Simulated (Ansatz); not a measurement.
# Decaying states in the gap of SrLi2MgH6, part 2 of 2

Aim: relax a made-up compound, SrLi2MgH6, and see how good a tunnel barrier it would be. It is built by putting Sr for part of the Mg in the LiMgH3 structure of space group R3c, with the volume rescaled by atomic radii. The parent structure comes from the Materials Project.

Ansatz 0.2.0; PBEsol DFT, plane waves, PAW files (the session's first sound run).

So far. Step 2 (Relaxing the new crystal): The largest force component on a free atom ends at 0.013 eV/Å.

The structure was built from a prototype and need not be the compound's stable phase.

## Step 3: Band edges

The energy window and the wavevectors of the next steps follow from the band edges, so these are searched first, off the mesh as well.

Input file input.yaml:

```yaml
crystal:
  lattice:
    - [2.5740897032, 1.486151383, 4.4379397978]
    - [-2.5740897032, 1.486151383, 4.4379397978]
    - [0.0, -2.9723027661, 4.4379397977]
  atoms:
    - { symbol: Li, position: [0.6997428266, 0.6997428266, 0.6997428266] }
    - { symbol: Li, position: [0.2087176615, 0.2087176615, 0.2087176615] }
    - { symbol: Mg, position: [-0.0005432265, -0.0005432265, -0.0005432265] }
    - { symbol: Sr, position: [0.4600377202, 0.4600377202, 0.4600377202] }
    - { symbol: H, position: [0.58230363, 0.3137600612, 0.9540595144] }
    - { symbol: H, position: [0.9540595144, 0.58230363, 0.3137600612] }
    - { symbol: H, position: [0.3137600612, 0.9540595144, 0.58230363] }
    - { symbol: H, position: [0.4204427879, 0.9036357812, -0.0017547566] }
    - { symbol: H, position: [0.9036357812, -0.0017547566, 0.4204427879] }
    - { symbol: H, position: [-0.0017547566, 0.4204427879, 0.9036357812] }
kpoints:
  mp_grid: { grid: [6, 6, 6] }
  band_path: { path: [VBM, CBM], npoints: 30 }
scf:
  occupations: { method: fixed }
hamiltonian:
  xc: pbesol
output:
  eigenvalues: true
  write_potential: true
  write_density: true
  volumetric_format: npy
  elf: true
```

Started as:

```
$ ansatz run input.yaml --threads 2 --pin off --max-ram 4096MiB --backend cpu --events-out ev --progress --plain --runs-dir out
```

Numbers of over 12 decimals in the logs are rounded to 6 here.

The program printed:

```text
[...]
Crystal: 10 atoms, lattice volume = 101.864 Å³
Basis set: ecut = 420 eV, 1989 PW (Γ)
Bands: 26, of which v1, the nominal top of the filled ones, is band 16 counted from 1 (15 counted from 0)
Symmetry: 3 space group operations
[...]
k-points: 40 of 216 (time reversal used)
[...]
SCF iter   1: F=—  HF=-5907.838806 eV  |F-HF|=—  |Δ(HF+E_count)|=         —  Δρ=7.56e-3  dr2=4.77e-2  ethr=1.77e-3  ⟨swp⟩=5.0  Hψ=4476  notcnv=0  defer=276
[...]
SCF iter   6: F=-5907.821136 eV  HF=-5907.821136 eV  |F-HF|=1.61e-8  |Δ(HF+E_count)|=   1.29e-7  Δρ=3.91e-6  dr2=2.50e-8  ethr=3.13e-10  ⟨swp⟩=11.6  Hψ=6294  notcnv=0
SCF 1 converged in 6 iterations: F = -5907.821136 eV  dr2 = 2.50e-8
[...]
NSCF: frozen V_eff on 40 k-points
[...]
SCF converged after 6 iterations
Free energy (F): -5907.821136 eV
[...]
Internal energy: -5907.821136 eV  (E = F + TS)
E sigma→0 (E₀):  -5907.821136 eV
Fermi energy:    3.369550 eV
[...]
--- Band table (eV; the first three rows and the last of 40) ---
  k-point 0: bands = [... 12 lower, 1.2522, 1.2522, 2.7390, 2.7390, 7.1328, 7.1328, 7.4099, 9.2789, ... 6 higher]
  k-point 1: bands = [... 12 lower, 1.1611, 1.3444, 2.4610, 2.7930, 6.7138, 7.4001, 7.9915, 9.0279, ... 6 higher]
  k-point 2: bands = [... 12 lower, 1.2750, 1.4524, 2.3568, 2.6328, 6.5528, 7.5070, 8.1038, 8.3116, ... 6 higher]
  k-point 39: bands = [... 12 lower, 1.1416, 1.1416, 2.9020, 2.9020, 7.4820, 7.5811, 7.6964, 7.6964, ... 6 higher]
```

The job ended after 40 s (2 threads of Arm Neoverse V1, shared host; peak memory 0.36 GiB; 78 s of CPU time).

The column dr2 measures how far the density is from self-consistency, as an energy; F and HF (Harris–Foulkes) agree once it is small.

This step gave:

| Quantity | Value |
| --- | --- |
| Fermi energy | 3.370 eV |
| gap on the k-mesh | 3.183 eV |
| gap on path | 3.142 eV, by band count; negative where bands overlap |
| direct gap on path | 3.304 eV |
| edge places on path | 0, 0.9312 1/A along the path |

The electronic bands at the labelled points (eV, zero at the Fermi level (highest filled level under fixed occupations); v1 is the highest filled band, c1 the lowest empty one):

| point | v4 | v3 | v2 | v1 | c1 | c2 | c3 | c4 |
| --- | --- | --- | --- | --- | --- | --- | --- | --- |
| VBM | -2.57 | -2.33 | -1.58 | 0.01 | 3.44 | 4.52 | 4.92 | 5.33 |
| halfway | -2.52 | -1.85 | -1.31 | -0.22 | 3.28 | 4.37 | 4.67 | 5.40 |
| CBM | -2.65 | -2.31 | -1.42 | -0.16 | 3.15 | 4.64 | 4.83 | 5.25 |

Valence density in the ac plane of the conventional cell at fractional y = 0.000, with atoms of Li and Mg and Sr and H within 0.2 Å of it. It is the smooth field of the valence electrons, not physical close to the nuclei.

Ten steps, logarithmic in the rise over the least value, from '_' (0 e/Å³) to '@' (19 e/Å³), each cell a mean:
```
%%++..__________________--##
............____________....
__....::::..__________....__
..........________________..
##==____________________::**
**--____________..........++
______________..::==--..____
______________....::::..____
..____________..__________..
==--::__..::::::..____..--==
++++==....--==--..____::++++
++++--......::..______::==++
----..________________..::--
________________........____
______________..::==--..____
--..__________..::::::..__::
##==____________________::**
++::__......____________..==
____....::....______________
______......________________
____________________________
______________....::..______
==..__________::--==::....--
@@##..________..::::::..==@@
```
Columns run along a (5.1 Å), rows up along c (13.3 Å), edges of the conventional cell, whose origin can differ from the input's. Atoms in or near the plane, at fractional coordinates: Li at (0.00, 0.30), Li at (0.00, 0.79), Mg at (0.00, 0.00), Sr at (0.00, 0.54), H at (0.66, 0.38), H at (0.64, 0.05), H at (0.70, 0.72), H at (0.44, 0.56).

ELF in the ac plane of the conventional cell at fractional y = 0.000, with atoms of Li and Mg and Sr and H within 0.2 Å of it. It is the smooth field of the valence electrons, not physical close to the nuclei.

Ten even steps from '0' (0.03) to '9' (1.00), each cell a mean:
```
32033212443013
01698510013310
14899610014531
11587300002210
83022000122017
62000015898515
00000028999940
00000025899830
21002443344211
77315999610267
37726999820585
47613898510586
65200232221146
00000015898510
00000038999940
20000027999711
94023211343118
41388620012103
01799720014310
01577410001210
00011001221100
00000037998510
10000169999611
23000148998223
```
Columns run along a (5.1 Å), rows up along c (13.3 Å), edges of the conventional cell, whose origin can differ from the input's. Atoms in or near the plane, at fractional coordinates: Li at (0.00, 0.30), Li at (0.00, 0.79), Mg at (0.00, 0.00), Sr at (0.00, 0.54), H at (0.66, 0.38), H at (0.64, 0.05), H at (0.70, 0.72), H at (0.44, 0.56).

Electrostatic potential energy in the ac plane of the conventional cell at fractional y = 0.000, with atoms of Li and Mg and Sr and H within 0.2 Å of it. With pseudopotentials it is smooth inside the atoms' cores, unlike the true potential.

Values in eV, 24 rows by 14 columns, each cell a mean:
```
-44 -27  -4   4   6   7   7   6   7   7   5   1 -15 -40
 -5   0   3   5   6   6   6   5   6   6   6   5   2  -3
  5   5   5   3   4   5   5   4   5   6   7   7   6   5
 -2   2   5   6   6   6   5   5   5   6   7   6   4  -1
-28 -13   2   6   7   7   6   6   7   7   7   4  -5 -23
-22 -10   3   6   7   7   7   7   7   5   5   4  -3 -18
  2   4   6   7   7   7   7   6   0 -27 -17   4   5   3
  6   6   7   7   7   6   6   6   4  -3   0   6   6   6
  1   2   4   6   7   6   6   6   7   7   6   5   3   1
-31 -19  -4   3   6   4  -2   3   7   6   4   0 -11 -27
-51 -50 -20   0   4  -7 -34  -9   6   6   2  -8 -41 -51
-51 -47 -17   0   5   5   2   5   7   6   3  -7 -36 -51
-20 -10  -1   4   6   7   8   8   8   7   5   1  -5 -16
  2   4   5   6   7   7   7   7   7   4   5   6   4   3
  5   5   7   7   7   7   7   6  -1 -27 -13   5   6   5
 -8  -1   5   7   7   7   6   6   4  -2   1   5   2  -6
-30 -15   1   6   7   6   6   5   6   7   6   4  -7 -25
-16  -6   4   6   6   6   5   5   6   6   7   5   0 -12
  5   6   6   5   4   5   5   4   5   6   7   7   6   5
  8   8   8   7   6   5   5   4   5   6   7   8   8   8
  7   7   8   8   7   6   5   5   6   7   8   8   8   7
  3   4   6   7   7   7   7   6   4   4   7   7   5   4
-17  -7   1   5   7   8   7   4 -23 -30   1   3  -3 -13
-50 -37  -7   3   6   7   7   6  -2  -4   3  -1 -21 -48
```
Columns run along a (5.1 Å; values clipped at the 3rd and 97th percentile), rows up along c (13.3 Å), edges of the conventional cell, whose origin can differ from the input's. Atoms in or near the plane, at fractional coordinates: Li at (0.00, 0.30), Li at (0.00, 0.79), Mg at (0.00, 0.00), Sr at (0.00, 0.54), H at (0.66, 0.38), H at (0.64, 0.05), H at (0.70, 0.72), H at (0.44, 0.56).

The searched edges give 3.14 eV, under the 3.18 eV of the mesh, which misses an edge.

## Step 4: Decaying states in the gap

This step: PBEsol DFT, plane waves, PAW files; complex bands by layer matching along the plane's normal (Ansatz 0.2.0).

The same crystal is laid in a cell whose first two vectors span the (001) plane (indices of the standard conventional cell, whose axes can be ordered otherwise than in the bulk input). At fixed energy and wavevector in the plane the solver finds all kz, real and complex. A few wavevectors are listed, (0, 0), (0.4219, -0.0781) and (0.0781, -0.5) in units of the plane's reciprocal vectors; the slowest state needn't be among them.

Input file input.yaml:

```yaml
crystal:
  lattice:
    - [5.148179406, 0.0, 0.0]
    - [2.574089703, 4.458454149, 0.0]
    - [2.574089703, -1.486151383, 4.437939798]
  atoms:
    - { symbol: Li, position: [0.3994856532, 0.3002571734, 0.9007715202] }
    - { symbol: Li, position: [0.417435323, 0.7912823385, 0.3738470155] }
    - { symbol: Mg, position: [0.998913547, 0.0005432265, 0.0016296795] }
    - { symbol: Sr, position: [0.9200754404, 0.5399622798, 0.6198868394] }
    - { symbol: H, position: [0.8960636912, 0.6862399388, 0.1498767944] }
    - { symbol: H, position: [0.5363631444, 0.41769637, 0.1498767944] }
    - { symbol: H, position: [0.2678195756, 0.0459404856, 0.1498767944] }
    - { symbol: H, position: [0.3240785691, 0.0963642188, 0.6776761875] }
    - { symbol: H, position: [0.9018810246, 0.0017547566, 0.6776761875] }
    - { symbol: H, position: [0.4186880313, 0.5795572121, 0.6776761875] }
kpoints:
  mp_grid: { grid: [6, 6, 6] }
scf:
  occupations: { method: fixed }
hamiltonian:
  xc: pbesol
output:
  eigenvalues: true
  transmission:
    leads: [[0, 0]]
    kpoints: [[0.0, 0.0], [0.4219, -0.0781], [0.0781, -0.5]]
    e_range: [-1.0, 4.14]
    de: 0.13
```

The program printed:

```text
[...]
Crystal: 10 atoms, lattice volume = 101.864 Å³
Basis set: ecut = 420 eV, 1989 PW (Γ)
Bands: 26, of which v1, the nominal top of the filled ones, is band 16 counted from 1 (15 counted from 0)
Symmetry: 3 space group operations
[...]
k-points: 40 of 216 (time reversal used)
[...]
SCF iter   1: F=—  HF=-5907.838732 eV  |F-HF|=—  |Δ(HF+E_count)|=         —  Δρ=7.57e-3  dr2=4.76e-2  ethr=1.77e-3  ⟨swp⟩=5.0  Hψ=4481  notcnv=0  defer=275
[...]
SCF iter   6: F=-5907.821140 eV  HF=-5907.821140 eV  |F-HF|=3.15e-8  |Δ(HF+E_count)|=   1.33e-7  Δρ=5.04e-6  dr2=4.44e-8  ethr=3.13e-10  ⟨swp⟩=11.5  Hψ=6377  notcnv=0
SCF 1 converged in 6 iterations: F = -5907.821140 eV  dr2 = 4.44e-8
[...]
transmission: 8 of 24 steps passed
transmission: 16 of 24 steps passed
transmission: 24 of 24 steps passed
SCF converged after 6 iterations
Free energy (F): -5907.821140 eV
[...]
Internal energy: -5907.821140 eV  (E = F + TS)
E sigma→0 (E₀):  -5907.821140 eV
Fermi energy:    3.369548 eV
[...]
--- Band table (eV; the first three rows and the last of 40) ---
  k-point 0: bands = [... 12 lower, 1.2522, 1.2522, 2.7390, 2.7390, 7.1328, 7.1328, 7.4099, 9.2789, ... 6 higher]
  k-point 1: bands = [... 12 lower, 1.0499, 1.6152, 2.1004, 3.2684, 6.7951, 7.2638, 8.0729, 9.0891, ... 6 higher]
  k-point 2: bands = [... 12 lower, 1.0108, 1.4669, 2.2769, 3.3291, 7.0628, 7.2262, 8.1999, 8.5592, ... 6 higher]
  k-point 39: bands = [... 12 lower, 0.4489, 1.1330, 2.4426, 2.6911, 7.1313, 7.6243, 8.1148, 8.6325, ... 6 higher]
--- Transmission ---
  basis      : 199 plane waves across, 8 finite elements along
  points     : 3, as listed
  energies   : 40 from -1.000000 to 4.070000 eV about the Fermi level, 0.130000 eV apart; the leads are filled to 1.591641 eV, and channels, transmission and decay are at 1.600000 eV
  crystal 0  : Sr1H6Li2Mg1, at the sites [0, 0], period 4.4379 Å: whole cells are its period
    offset         : up to 0.0000 Å between an atom of the period and one for which it stands
    channels       : 0.000000e0 a spin
    conductance    : none, the energies end too early or step too widely for 300 K: set another output.transmission.e_range or a lower de, or, where they end at an eighth of basis.ecutwfc, a higher one
    slowest decay  : 0.3282 /Å at (0.4219, -0.0781)
```

Run time: 41 s. Hardware: 2 threads; peak memory 0.55 GiB.

This step gave:

* level to which the leads are filled: 1.592 eV from the Fermi level
* decay constant at the filling level, zone centre: 0.4306 Å⁻¹
* decay constant at the filling level, slowest listed point: 0.3282 Å⁻¹

K parallel (0, 0); values up to 1.5 1/Å, a degenerate pair printed once or twice; energies at which all values exceed this have no row. Im kz of the slowest decaying states against energy, zero at the highest filled level on the SCF mesh:

| energy (eV) | decay 1 (Å⁻¹) | decay 2 (Å⁻¹) | decay 3 (Å⁻¹) | decay 4 (Å⁻¹) |
| --- | --- | --- | --- | --- |
| -1.00 | 0.437 | 0.736 | 1.13 | 1.18 |
| -0.74 | 0.467 | 0.721 | 1.12 | 1.16 |
| -0.48 | 0.492 | 0.703 | 1.10 | 1.15 |
| -0.22 | 0.514 | 0.682 | 1.09 | 1.14 |
| 0.04 | 0.0862 | 0.534 | 0.658 | 1.07 |
| 0.30 | 0.234 | 0.552 | 0.630 | 1.06 |
| 0.56 | 0.314 | 0.569 | 0.597 | 1.05 |
| 0.82 | 0.379 | 0.555 | 0.585 | 1.04 |
| 1.08 | 0.449 | 0.494 | 0.601 | 1.04 |
| 1.34 | 0.444 | 0.495 | 0.618 | 1.05 |
| 1.60 | 0.431 | 0.496 | 0.637 | 0.988 |
| 1.73 | 0.422 | 0.495 | 0.648 | 0.946 |
| 1.99 | 0.402 | 0.490 | 0.672 | 0.851 |
| 2.25 | 0.376 | 0.482 | 0.693 | 0.756 |
| 2.51 | 0.344 | 0.471 | 0.668 | 0.705 |
| 2.77 | 0.302 | 0.458 | 0.586 | 0.704 |
| 3.03 | 0.244 | 0.442 | 0.503 | 0.693 |
| 3.29 | 0.149 | 0.413 | 0.426 | 0.675 |
| 3.55 | 0.302 | 0.411 | 0.652 | 1.34 |
| 3.81 | 0.0919 | 0.400 | 0.625 | 1.31 |
| 4.07 | 0.0811 | 0.391 | 0.594 | 1.28 |

K parallel (0.4219, -0.0781); values up to 1.5 1/Å, a degenerate pair printed once or twice; energies at which all values exceed this have no row. The Im kz of the slowest decaying states by energy, zero at the highest filled level on the SCF mesh:

| energy (eV) | decay 1 (Å⁻¹) | decay 2 (Å⁻¹) | decay 3 (Å⁻¹) | decay 4 (Å⁻¹) |
| --- | --- | --- | --- | --- |
| -1.00 | 0.0504 | 0.193 | 0.562 | 1.03 |
| -0.74 | 0.141 | 0.273 | 0.508 | 1.02 |
| -0.61 | 0.198 | 0.303 | 0.482 | 1.02 |
| -0.35 | 0.280 | 0.348 | 0.430 | 1.01 |
| -0.22 | 0.306 | 0.363 | 0.401 | 1.00 |
| 0.04 | 0.142 | 0.319 | 0.342 | 0.386 |
| 0.17 | 0.241 | 0.308 | 0.355 | 0.394 |
| 0.43 | 0.296 | 0.332 | 0.373 | 0.405 |
| 0.56 | 0.309 | 0.341 | 0.379 | 0.408 |
| 0.82 | 0.326 | 0.351 | 0.387 | 0.410 |
| 1.08 | 0.333 | 0.356 | 0.389 | 0.407 |
| 1.21 | 0.334 | 0.356 | 0.389 | 0.405 |
| 1.47 | 0.331 | 0.353 | 0.384 | 0.396 |
| 1.60 | 0.328 | 0.350 | 0.381 | 0.391 |
| 1.86 | 0.318 | 0.341 | 0.370 | 0.376 |
| 1.99 | 0.311 | 0.335 | 0.364 | 0.368 |
| 2.25 | 0.291 | 0.319 | 0.347 | 0.347 |
| 2.51 | 0.263 | 0.297 | 0.321 | 0.326 |
| 2.64 | 0.244 | 0.283 | 0.305 | 0.313 |
| 2.90 | 0.190 | 0.247 | 0.264 | 0.281 |
| 3.03 | 0.142 | 0.222 | 0.236 | 0.260 |
| 3.29 | 0.131 | 0.151 | 0.199 | 0.640 |
| 3.42 | 0.0446 | 0.150 | 0.190 | 0.611 |
| 3.68 | 0.135 | 0.146 | 0.175 | 0.212 |
| 3.81 | 0.102 | 0.156 | 0.191 | 0.212 |
| 4.07 | 0.156 | 0.189 | 0.198 | 0.431 |

K parallel (0.0781, -0.5); values up to 1.5 1/Å, a degenerate pair printed once or twice; energies at which all values exceed this have no row. Im kz of the slowest decaying states against energy, zero at the highest filled level on the SCF mesh:

| energy (eV) | decay 1 (Å⁻¹) | decay 2 (Å⁻¹) | decay 3 (Å⁻¹) | decay 4 (Å⁻¹) |
| --- | --- | --- | --- | --- |
| -1.00 | 0.0504 | 0.193 | 0.562 | 1.03 |
| -0.74 | 0.141 | 0.273 | 0.508 | 1.02 |
| -0.61 | 0.198 | 0.303 | 0.482 | 1.02 |
| -0.35 | 0.280 | 0.348 | 0.430 | 1.01 |
| -0.22 | 0.306 | 0.363 | 0.401 | 1.00 |
| 0.04 | 0.142 | 0.319 | 0.342 | 0.386 |
| 0.17 | 0.241 | 0.308 | 0.355 | 0.394 |
| 0.43 | 0.296 | 0.332 | 0.373 | 0.405 |
| 0.56 | 0.309 | 0.341 | 0.379 | 0.408 |
| 0.82 | 0.326 | 0.351 | 0.387 | 0.410 |
| 1.08 | 0.333 | 0.356 | 0.389 | 0.407 |
| 1.21 | 0.334 | 0.356 | 0.389 | 0.405 |
| 1.47 | 0.331 | 0.353 | 0.384 | 0.396 |
| 1.60 | 0.328 | 0.350 | 0.381 | 0.391 |
| 1.86 | 0.318 | 0.341 | 0.370 | 0.376 |
| 1.99 | 0.311 | 0.335 | 0.364 | 0.368 |
| 2.25 | 0.291 | 0.319 | 0.347 | 0.347 |
| 2.51 | 0.263 | 0.297 | 0.321 | 0.326 |
| 2.64 | 0.244 | 0.283 | 0.305 | 0.313 |
| 2.90 | 0.190 | 0.247 | 0.264 | 0.281 |
| 3.03 | 0.142 | 0.222 | 0.236 | 0.260 |
| 3.29 | 0.131 | 0.151 | 0.199 | 0.640 |
| 3.42 | 0.0446 | 0.150 | 0.190 | 0.611 |
| 3.68 | 0.135 | 0.146 | 0.175 | 0.212 |
| 3.81 | 0.102 | 0.156 | 0.191 | 0.212 |
| 4.07 | 0.156 | 0.189 | 0.198 | 0.431 |

At the listed wavevectors the last open channel is at -0.09 eV and the next at +3.16 eV on the grid. At +1.60 eV, the grid energy nearest the filling level (the middle of the gap on the SCF mesh), the slowest state at the listed wavevectors decays with κ = 0.328 Å⁻¹, its amplitude falling by e over 3.0 Å. Through 1 nm of this crystal that state's transmission falls by exp(−2 × 0.328 Å⁻¹ × 10 Å) = 0.0014.

## Step 5: Summary of results

```yaml
band_gap: 3.14 eV
least_decay_constant_at_mid_gap_normal_to_001: 0.328 Å⁻¹
```

In words: With PBEsol, the slowest decay at the wavevectors tried is κ = 0.328 Å⁻¹, normal to (001). Through such a film the transmission near mid-gap falls as exp(−2κd), a factor of ten every 3.5 Å. A free electron under a barrier of half the gap would need a mass of 0.26 mₑ to decay at this rate. The slowest decay isn't at the zone centre. The compound is made up by substitution; its stability against other phases and against distortions of the cell's symmetry was not tested. A semilocal functional narrows gaps, so real decay constants are likely larger.

[Logs are printed without paths, hosts, clocks, repeated set-up lines and the standing remarks that a program may print on its own settings, such as how far it seeks lower states.]

[Hosts, paths, dates, database ids (printed as entryN), source tags and the programs' standing remarks are cut or masked in the printed files.]
